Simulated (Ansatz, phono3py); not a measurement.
## PbSe (Clausthalite, Fm-3m): thermal conductivity with phono3py

The second- and third-order constants of PbSe (Clausthalite) come from an earlier supercell run; what does phono3py make of them?

Measurements to reproduce:
- thermal conductivity 2 W/m/K near room temperature (given in “Combining the AFLOW GIBBS and Elastic Libraries to efficiently and robustly screen thermo-mechanical properties of solids”, 2017, arXiv:1611.05714)
- thermal conductivity 2 W/m/K near room temperature (given in “Predicting the lattice thermal conductivity of solids by solving the Boltzmann transport equation: AFLOW - AAPL an automated, accurate and efficient framework”, 2017, arXiv:1611.05481)

Main program and level: Ansatz 0.2.0 and phono3py 4.10.0; DFT r2SCAN, scalar-relativistic, plane waves, PAW, in the first sound run; inputs show where later runs differ.

Report form: the programs' logs are mostly left out.

### Step 1. The structure

Symmetry: Fm-3m, No. 225, cubic system. The conventional cell has a = 6.178 Å, b = 6.178 Å, c = 6.178 Å, α = 90.00°, β = 90.00°, γ = 90.00°. Pb has 6 Se at 3.09 Å nearest. Se has 6 Pb at 3.09 Å nearest. Farther neighbours and most contacts between anions are not listed.

### Step 2. Where the constants come from

input.yaml reads:

```yaml
crystal:
  lattice:
    - [0.0, 3.0890130577, 3.0890130577]
    - [3.0890130577, 0.0, 3.0890130577]
    - [3.0890130577, 3.0890130577, 0.0]
  atoms:
    - { symbol: Pb, position: [0.0, 0.0, 0.0] }
    - { symbol: Se, position: [0.5, 0.5, 0.5] }
kpoints:
  mp_grid: { grid: [6, 6, 6] }
hamiltonian:
  xc: r2scan
scf:
  occupations: { method: fixed }
output:
  eigenvalues: true
phonons:
  method: fd
  dielectric: true
  qmesh: [6, 6, 6]
  temperatures: { t_max: 1000, t_step: 50 }
  qpath:
    path:
      - [[0.0, 0.0, 0.0], [0.5, 0.0, 0.5], [0.5, 0.25, 0.75], [0.375, 0.375, 0.75], [0.0, 0.0, 0.0], [0.5, 0.5, 0.5], [0.625, 0.25, 0.625], [0.5, 0.25, 0.75], [0.5, 0.5, 0.5], [0.375, 0.375, 0.75]]
      - [[0.625, 0.25, 0.625], [0.5, 0.0, 0.5]]
    npoints: 10
  third_order: { supercell: [3, 3, 3], pair_cutoff: 4.519 }
  lattice_thermal_conductivity:
    qmesh: [17, 17, 17]
    temperatures: [100.0, 150.0, 200.0, 300.0, 400.0, 500.0, 600.0, 800.0]
    isotope_mass_variance:
      - { species: Pb, variance: 1.944e-05 }
      - { species: Se, variance: 0.0004628 }
```

Run with:

```sh
$ ansatz run input.yaml --threads 18 --pin off --max-ram 92160MiB --backend cuda --events-out ev --progress --plain --runs-dir out
```

Elapsed: 2.7 min, on 1 × NVIDIA GB200 with 18 threads of Arm Neoverse V2, shared host; peak memory 2.9 GiB.

This step gave:

- highest frequency: 152.2 cm⁻¹
- κ at 300 K (relaxation time): 1.083 W/m/K
- κ at 300 K (full solution): 1.267 W/m/K
- dipole term: run
- third-order blocks: 350

### Step 3. Relaxation-time solution

The base run: each mode relaxes on its own with natural isotopes, and rates are split into normal and umklapp parts.

This step: DFT r2SCAN, scalar-relativistic, plane waves, PAW; phono3py on Ansatz's force constants (phono3py 4.10.0).

phono3py.yaml reads:

```yaml
phono3py:
  version: "4.10.0"
  frequency_unit_conversion_factor: 15.633302
  symmetry_tolerance: 1.00000e-05

physical_unit:
  atomic_mass: "AMU"
  length: "angstrom"

space_group:
  type: "Fm-3m"
  number: 225
  Hall_symbol: "-F 4 2 3"

primitive_matrix:
- [  1.000000000000000,  0.000000000000000,  0.000000000000000 ]
- [  0.000000000000000,  1.000000000000000,  0.000000000000000 ]
- [  0.000000000000000,  0.000000000000000,  1.000000000000000 ]

supercell_matrix:
- [   3,   0,   0 ]
- [   0,   3,   0 ]
- [   0,   0,   3 ]

# [primitive_cell block left out]
unit_cell:
  lattice:
  - [     0.000000000000000,     3.089013057700000,     3.089013057700000 ] # a
  - [     3.089013057700000,     0.000000000000000,     3.089013057700000 ] # b
  - [     3.089013057700000,     3.089013057700000,     0.000000000000000 ] # c
  points:
  - symbol: Pb # 1
    coordinates: [  0.000000000000000,  0.000000000000000,  0.000000000000000 ]
    mass: 207.200000
    reduced_to: 1
  - symbol: Se # 2
    coordinates: [  0.500000000000000,  0.500000000000000,  0.500000000000000 ]
    mass: 78.971000
    reduced_to: 2

# [supercell block left out]
phonon_supercell_matrix:
- [   6,   0,   0 ]
- [   0,   6,   0 ]
- [   0,   0,   6 ]

# [phonon_primitive_cell block left out]
# [phonon_supercell block left out]
nac:
  born_effective_charge:
  - # 1 (Pb)
    - [  4.833313251020964,  0.000000000000000,  0.000000000000000 ]
    - [  0.000000000000000,  4.833313251020963,  0.000000000000000 ]
    - [  0.000000000000000,  0.000000000000000,  4.833313251020965 ]
  - # 2 (Se)
    - [ -4.833313251020964,  0.000000000000000,  0.000000000000000 ]
    - [  0.000000000000000, -4.833313251020963,  0.000000000000000 ]
    - [  0.000000000000000,  0.000000000000000, -4.833313251020965 ]
  dielectric_constant:
    - [ 17.013646291544731,  0.000000000000000,  0.000000000000000 ]
    - [  0.000000000000000, 17.013646291544731,  0.000000000000000 ]
    - [  0.000000000000000,  0.000000000000000, 17.013646291544731 ]
  unit_conversion_factor: 14.399645
```

Run with:

```sh
$ phono3py phono3py.yaml --mesh 17 17 17 --br --isotope --nu --ts 100 150 200 300 400 500 600 800
```

Run time: 31 s. Hardware: 8 threads of Arm Neoverse N1, shared host; peak memory 0.14 GiB.

Numbers from this step:

| Quantity | Value |
| --- | --- |
| κ at 300 K | 0.942 W/m/K |
| κ xx, yy, zz at 300 K | 0.942, 0.942, 0.942 W/m/K |
| normal share of three-phonon scattering at 300 K | 0.504 |

W/m/K. Kappa, by row:

```
T (K)      xx      yy      zz  yz  xz  xy
  100   2.737   2.737   2.737   0   0   0
  150   1.859   1.859   1.859   0   0   0
  200   1.404   1.404   1.404   0   0   0
  300   0.942   0.942   0.942   0   0   0
  400  0.7082  0.7082  0.7082   0   0   0
  500  0.5672  0.5672  0.5672   0   0   0
  600   0.473   0.473   0.473   0   0   0
  800   0.355   0.355   0.355   0   0   0
```

Table of lattice thermal conductivity, xx by temperature:

```
temperature (K)  lattice thermal conductivity, xx (W/m/K)
            100                                      2.74
            150                                      1.86
            200                                      1.40
            300                                     0.942
            400                                     0.708
            500                                     0.567
            600                                     0.473
            800                                     0.355
```

The mean scattering rate at 300 K by frequency:

```
frequency (THz)  normal (1/ps)  umklapp (1/ps)
           0.09              -               -
           0.28         0.0551         0.00284
           0.47          0.101          0.0103
           0.66           0.12          0.0271
           0.85          0.245          0.0876
           1.04           0.24           0.173
           1.23          0.264           0.274
           1.42          0.295           0.374
           1.61          0.694           0.315
           1.80          0.757            0.48
           1.99          0.824           0.726
           2.18          0.811           0.745
           2.37           0.75           0.752
           2.56          0.793           0.957
           2.75          0.997           0.897
           2.94           1.08           0.693
           3.13           1.27           0.921
           3.32            1.6            1.62
           3.51           1.86            2.09
           3.70           1.43            2.42
           3.89           1.36            1.98
           4.08           1.55            1.67
           4.27            1.7            1.44
           4.46           1.61           0.798
```

The base value at 300 K is 0.942 W/(m K).

The lattice thermal conductivity, xx is 0.942 W/m/K at 300 K, going as T^-1.0 above 200 K.

### Step 4. Two programs, one set of constants

This step: DFT r2SCAN, scalar-relativistic, plane waves, PAW (Ansatz 0.2.0).

Ansatz's figure includes its coherence part. Comparison, by row:

```
T (K)  Ansatz RTA (W/m/K)  phono3py RTA (W/m/K)  difference (%)
  100               2.822                 2.737           -3.01
  150               1.964                 1.859           -5.35
  200               1.525                 1.404           -7.93
  300               1.083                 0.942          -13.02
  400              0.8616                0.7082           -17.8
  500              0.7283                0.5672          -22.12
  600               0.639                 0.473          -25.98
  800              0.5261                 0.355          -32.52
```

### Step 5. Without isotopes, third order supercell 3×3×3, supercell 6×6×6

Leaving out the isotope term shows how much the natural mass disorder scatters.

This step: DFT r2SCAN, scalar-relativistic, plane waves, PAW; phono3py on Ansatz's force constants (phono3py 4.10.0).

phono3py.yaml is that of step 3.

Run with:

```sh
$ phono3py phono3py.yaml --mesh 17 17 17 --br --ts 100 150 200 300 400 500 600 800
```

It took 28 s on 8 threads; peak memory 0.14 GiB; 2.6 min of CPU time.

This step gave:

* κ at 300 K: 0.9448 W/m/K
* κ xx, yy, zz at 300 K: 0.9448, 0.9448, 0.9448 W/m/K

W/m/K. Kappa, by row:

```
T (K)      xx      yy      zz  yz  xz  xy
  100    2.76    2.76    2.76   0   0   0
  150   1.869   1.869   1.869   0   0   0
  200   1.411   1.411   1.411   0   0   0
  300  0.9448  0.9448  0.9448   0   0   0
  400  0.7097  0.7097  0.7097   0   0   0
  500  0.5682  0.5682  0.5682   0   0   0
  600  0.4737  0.4737  0.4737   0   0   0
  800  0.3554  0.3554  0.3554   0   0   0
```

κ at 300 K goes from 0.942 in the base run to 0.945 W/(m K).

### Step 6. Another q-mesh, third order supercell 3×3×3, supercell 6×6×6

The q-mesh of the transport sums changes, with the same scattering terms.

phono3py.yaml is that of step 5.

Run with:

```sh
$ phono3py phono3py.yaml --mesh 3 3 3 --br --isotope --ts 100 300 600
```

The job ended after 5.9 s (8 threads; peak memory 0.14 GiB).

This step gave:

```
κ at 300 K            : 0.1055 W/m/K
κ xx, yy, zz at 300 K : 0.1055, 0.1055, 0.1055 W/m/K
```

W/m/K. Kappa, by row:

```
T (K)       xx       yy       zz  yz  xz  xy
  100   0.2863   0.2863   0.2863   0   0   0
  300   0.1055   0.1055   0.1055   0   0   0
  600  0.05327  0.05327  0.05327   0   0   0
```

This mesh is too coarse for the transport sums: κ at 300 K comes out at 0.105 against 0.942 W/(m K) in the base run.

### Step 7. Another q-mesh, third order supercell 3×3×3, supercell 6×6×6 (run 2)

phono3py.yaml is that of step 6.

Run with:

```sh
$ phono3py phono3py.yaml --mesh 7 7 7 --br --isotope --ts 100 300 600
```

Run time: 6.1 s. Hardware: 8 threads; peak memory 0.13 GiB.

This mesh is too coarse for the transport sums: κ at 300 K comes out at 0.762 against 0.942 W/(m K) in the base run.

### Step 8. Another q-mesh, third order supercell 3×3×3, supercell 6×6×6 (run 3)

phono3py.yaml is that of step 7.

Run with:

```sh
$ phono3py phono3py.yaml --mesh 9 9 9 --br --isotope --ts 100 300 600
```

It took 6.4 s on 8 threads; peak memory 0.14 GiB.

κ at 300 K goes from 0.942 in the base run to 0.853 W/(m K).

### Step 9. Another q-mesh, third order supercell 3×3×3, supercell 6×6×6 (run 4)

phono3py.yaml is that of step 8.

Run with:

```sh
$ phono3py phono3py.yaml --mesh 13 13 13 --br --isotope --ts 100 300 600
```

Elapsed: 12 s, on 8 threads; peak memory 0.14 GiB.

κ at 300 K goes from 0.942 in the base run to 0.925 W/(m K).

### Step 10. Another q-mesh, third order supercell 3×3×3, supercell 6×6×6 (run 5)

phono3py.yaml is that of step 9.

Run with:

```sh
$ phono3py phono3py.yaml --mesh 15 15 15 --br --isotope --ts 100 300 600
```

Run time: 18 s. Hardware: 8 threads; peak memory 0.13 GiB.

W/m/K. Kappa, by row:

```
T (K)      xx      yy      zz  yz  xz  xy
  100   2.721   2.721   2.721   0   0   0
  300  0.9374  0.9374  0.9374   0   0   0
  600  0.4708  0.4708  0.4708   0   0   0
```

κ at 300 K goes from 0.942 in the base run to 0.937 W/(m K).

### Step 11. Another q-mesh, third order supercell 3×3×3, supercell 6×6×6 (run 6)

phono3py.yaml is that of step 10.

Run with:

```sh
$ phono3py phono3py.yaml --mesh 21 21 21 --br --isotope --ts 100 300 600
```

Run time: 90 s. Hardware: 8 threads; peak memory 0.14 GiB; 9.6 min of CPU time.

κ at 300 K goes from 0.942 in the base run to 0.950 W/(m K).

### Step 12. Another q-mesh, third order supercell 3×3×3, supercell 6×6×6 (run 7)

phono3py.yaml is that of step 11.

Run with:

```sh
$ phono3py phono3py.yaml --mesh 25 25 25 --br --isotope --ts 100 300 600
```

The job ended after 4 min (8 threads; peak memory 0.14 GiB; 27 min of CPU time).

W/m/K. Kappa, by row:

```
T (K)      xx      yy      zz  yz  xz  xy
  100   2.782   2.782   2.782   0   0   0
  300   0.955   0.955   0.955   0   0   0
  600  0.4795  0.4795  0.4795   0   0   0
```

κ at 300 K goes from 0.942 in the base run to 0.955 W/(m K).

### Step 13. Mesh convergence

This step: DFT r2SCAN, scalar-relativistic, plane waves, PAW (phono3py 4.10.0).

Series, by row:

```
mesh points along each axis  kappa at 100 K (W/m/K)  kappa at 300 K (W/m/K)  kappa at 600 K (W/m/K)  seconds
                          3                  0.2863                  0.1055                 0.05327     5.86
                          7                   2.175                  0.7619                  0.3833     6.07
                          9                   2.447                  0.8533                  0.4291     6.42
                         13                   2.682                  0.9255                  0.4649    11.75
                         15                   2.721                  0.9374                  0.4708    17.99
                         21                   2.764                  0.9499                  0.4769    90.42
                         25                   2.782                   0.955                  0.4795    242.8
```

### Step 14. Boundary scattering, third order supercell 3×3×3, supercell 6×6×6

A boundary term v/L is added to each rate, a simple model of grains or a thin sample.

This step: DFT r2SCAN, scalar-relativistic, plane waves, PAW; phono3py on Ansatz's force constants (phono3py 4.10.0).

phono3py.yaml is that of step 12.

Run with:

```sh
$ phono3py phono3py.yaml --mesh 17 17 17 --br --isotope --boundary-mfp 0.3 --ts 100 150 200 300 400 500 600 800
```

Elapsed: 31 s, on 8 threads; peak memory 0.14 GiB.

This step gave:

| Property | Result |
| --- | --- |
| κ at 300 K | 0.9292 W/m/K |
| κ xx, yy, zz at 300 K | 0.9292, 0.9292, 0.9292 W/m/K |

W/m/K. Kappa, by row:

```
T (K)      xx      yy      zz  yz  xz  xy
  100   2.622   2.622   2.622   0   0   0
  150   1.808   1.808   1.808   0   0   0
  200   1.376   1.376   1.376   0   0   0
  300  0.9292  0.9292  0.9292   0   0   0
  400  0.7009  0.7009  0.7009   0   0   0
  500  0.5626  0.5626  0.5626   0   0   0
  600  0.4698  0.4698  0.4698   0   0   0
  800  0.3532  0.3532  0.3532   0   0   0
```

κ at 300 K goes from 0.942 in the base run to 0.929 W/(m K).

### Step 15. Boundary scattering, third order supercell 3×3×3, supercell 6×6×6 (run 2)

phono3py.yaml is that of step 14.

Run with:

```sh
$ phono3py phono3py.yaml --mesh 17 17 17 --br --isotope --boundary-mfp 100 --ts 100 150 200 300 400 500 600 800
```

The job ended after 32 s (8 threads; peak memory 0.13 GiB).

Numbers from this step:

| Quantity | Value |
| --- | --- |
| κ at 300 K | 0.9419 W/m/K |
| κ xx, yy, zz at 300 K | 0.9419, 0.9419, 0.9419 W/m/K |

κ at 300 K goes from 0.942 in the base run to 0.942 W/(m K).

### Step 16. Direct solution of the linearised equation, third order supercell 3×3×3, supercell 6×6×6

Solving the linearised equation directly keeps the heat that normal processes pass on between modes; it is dearer, so the mesh may be smaller.

phono3py.yaml is that of step 15.

Run with:

```sh
$ phono3py phono3py.yaml --mesh 17 17 17 --lbte --isotope --ts 100 300 600
```

Wall time 3.3 min (8 threads); peak memory 0.36 GiB.

This step gave:

```yaml
kappa_at_300_k: 1.129 W/m/K
kappa_xx_yy_zz_at_300_k: 1.129, 1.129, 1.129 W/m/K
```

W/m/K. Kappa, by row:

```
T (K)      xx      yy      zz  yz  xz  xy  RTA mean
  100   3.305   3.305   3.305   0   0   0     2.737
  300   1.129   1.129   1.129   0   0   0     0.942
  600  0.5667  0.5667  0.5667   0   0   0     0.473
```

κ at 300 K goes from 0.942 in the base run to 1.13 W/(m K).

### Step 17. Adding coherences, third order supercell 3×3×3, supercell 6×6×6

Close branches can carry heat by tunnelling between them, which the particle picture leaves out.

phono3py.yaml is that of step 16.

Run with:

```sh
$ phono3py phono3py.yaml --mesh 17 17 17 --br --isotope --tt smm19 --ts 100 150 200 300 400 500 600 800
```

Elapsed: 28 s, on 8 threads; peak memory 0.13 GiB; 2.8 min of CPU time.

This step gave:

| Quantity | Value |
| --- | --- |
| κ at 300 K | 1.089 W/m/K |
| κ xx, yy, zz at 300 K | 1.089, 1.089, 1.089 W/m/K |

W/m/K. Kappa, by row:

```
T (K)      xx      yy      zz  yz  xz  xy  intra mean  inter mean
  100   2.821   2.821   2.821   0   0   0       2.737     0.08342
  150   1.965   1.965   1.965   0   0   0       1.859      0.1063
  200   1.528   1.528   1.528   0   0   0       1.404      0.1234
  300   1.089   1.089   1.089   0   0   0       0.942      0.1466
  400  0.8694  0.8694  0.8694   0   0   0      0.7082      0.1613
  500  0.7382  0.7382  0.7382   0   0   0      0.5672       0.171
  600  0.6508  0.6508  0.6508   0   0   0       0.473      0.1778
  800  0.5411  0.5411  0.5411   0   0   0       0.355       0.186
```

κ at 300 K goes from 0.942 in the base run to 1.09 W/(m K).

### Step 18. Gaussian smearing, third order supercell 3×3×3, supercell 6×6×6

A Gaussian replaces the tetrahedron method for energy conservation; its width must match the mesh.

phono3py.yaml is that of step 17.

Run with:

```sh
$ phono3py phono3py.yaml --mesh 17 17 17 --br --isotope --sigma 0.03 --ts 100 300 600
```

Elapsed: 25 s, on 8 threads; peak memory 0.13 GiB.

Numbers from this step:

- κ at 300 K: 0.9429 W/m/K
- κ xx, yy, zz at 300 K: 0.9429, 0.9429, 0.9429 W/m/K

W/m/K. Kappa, by row:

```
T (K)      xx      yy      zz  yz  xz  xy
  100   2.745   2.745   2.745   0   0   0
  300  0.9429  0.9429  0.9429   0   0   0
  600  0.4734  0.4734  0.4734   0   0   0
```

With a width of 0.03 THz κ at 300 K is 0.943 W/(m K), +0.1 % from the tetrahedron value.

### Step 19. Gaussian smearing, third order supercell 3×3×3, supercell 6×6×6 (run 2)

phono3py.yaml is that of step 18.

Run with:

```sh
$ phono3py phono3py.yaml --mesh 17 17 17 --br --isotope --sigma 0.4 --ts 100 300 600
```

The job ended after 25 s (8 threads; peak memory 0.13 GiB; 2.5 min of CPU time).

Numbers from this step:

```yaml
kappa_at_300_k: 0.9087 W/m/K
kappa_xx_yy_zz_at_300_k: 0.9087, 0.9087, 0.9087 W/m/K
```

With a width of 0.4 THz κ at 300 K is 0.909 W/(m K), -3.5 % from the tetrahedron value; a width this large blurs energy conservation.

For the κ at 300 K, step 18 gave 0.943 W/m/K; this run, with sigma 0.4 THz, gives 0.909 W/m/K (-4 %).

### Step 20. Two-phonon phase space, third order supercell 3×3×3, supercell 6×6×6

The two-phonon density of states counts the channels open to a mode, without matrix elements.

phono3py.yaml is that of step 19.

Run with:

```sh
$ phono3py phono3py.yaml --mesh 21 21 21 --jdos --gp 0 --num-freq-points 80
```

The job ended after 5.9 s (8 threads; peak memory 0.13 GiB).

The joint density of states at Gamma has structure finer than the step of the table below, so its rows give means over 0.5 THz, whole bins alone (the curve runs from 0 to 9.16 THz). Peaks (THz: height): absorption class 0.12: 16.3, 0.93: 23.2; decay class 2.67: 7.71, 3.59: 9.02, 4.75: 9.57.

Table of joint density of states at Gamma by frequency; means over each step:

```
frequency (THz)  absorption class (1/THz)  decay class (1/THz)
            0.5                      9.88               0.0286
            1.0                      17.5                0.173
            1.5                      10.4                0.504
            2.0                      8.20                 1.82
            2.5                      4.71                 5.12
            3.0                      2.62                 5.24
            3.5                     0.896                 7.64
            4.0                     0.212                 7.90
            4.5                         0                 8.58
            5.0                         0                 9.07
            5.5                         0                 7.81
            6.0                         0                 5.62
            6.5                         0                 4.63
            7.0                         0                 3.36
            7.5                         0                 2.31
            8.0                         0                 1.16
            8.5                         0                0.496
```

[end of part 1 of 2]

[Logs are printed without paths, hosts, clocks, repeated set-up lines and the standing remarks that a program may print on its own settings, such as how far it seeks lower states.]

[Hosts, paths, dates, database ids (printed as entryN), source tags and the programs' standing remarks are cut or masked in the printed files.]

[A step with changed settings may run another functional than the one named; its input shows which.]
